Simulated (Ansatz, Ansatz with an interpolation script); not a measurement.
Rows from a G0W0 calculation on Sb2Os (Pnnm) (Ansatz 0.2.0; G0W0 on LDA, plane waves, PAW; PAW set soft_1; 4×4×6 mesh, 531 empty bands, screening to 150 eV, PAW set soft_1 files), in eV. Spin-orbit coupling is left out.

```
row                       k  band   start       Σx  Σc at the solution      Vxc
  A   (0.000, 0.000, 0.333)    v1  14.282  -23.238               1.685  -21.711
  B  (0.000, -0.500, 0.167)    c1  16.527  -14.606              -3.380  -18.257
  C   (0.000, 0.000, 0.333)    c1  15.376  -17.938              -3.166  -21.483
  D  (0.000, -0.500, 0.167)    v1  14.804  -20.941               1.592  -19.366
  E   (0.000, 0.000, 0.333)    c2  15.816  -14.653              -3.543  -18.505
  F   (0.000, 0.000, 0.333)    v2  13.861  -19.282               1.684  -17.557
```

Q: Give the quasiparticle energies and the shift of each level.

The quasiparticle equation reads E = start + Σx + Σc(E) − Vxc.

```
row  E (eV)  shift (eV)
  A  14.440      +0.158
  B  16.798      +0.271
  C  15.755      +0.379
  D  14.821      +0.017
  E  16.125      +0.309
  F  13.820      −0.042
```

Limits: not at the basis limit; no spin polarisation; d states lean on the start; no spin-orbit coupling; coarse k mesh.

[Paths, hosts, dates, memory and timing lines, banners, echoed tables and standing remarks are left out of the program output.]

[Logs are printed without paths, hosts, clocks, repeated set-up lines and the standing remarks that a program may print on its own settings, such as how far it seeks lower states.]

[Runs of the session that timed out or met a known fault of the program may be left out.]

[Hosts, paths, dates, database ids (printed as entryN), source tags and the programs' standing remarks are cut or masked in the printed files.]
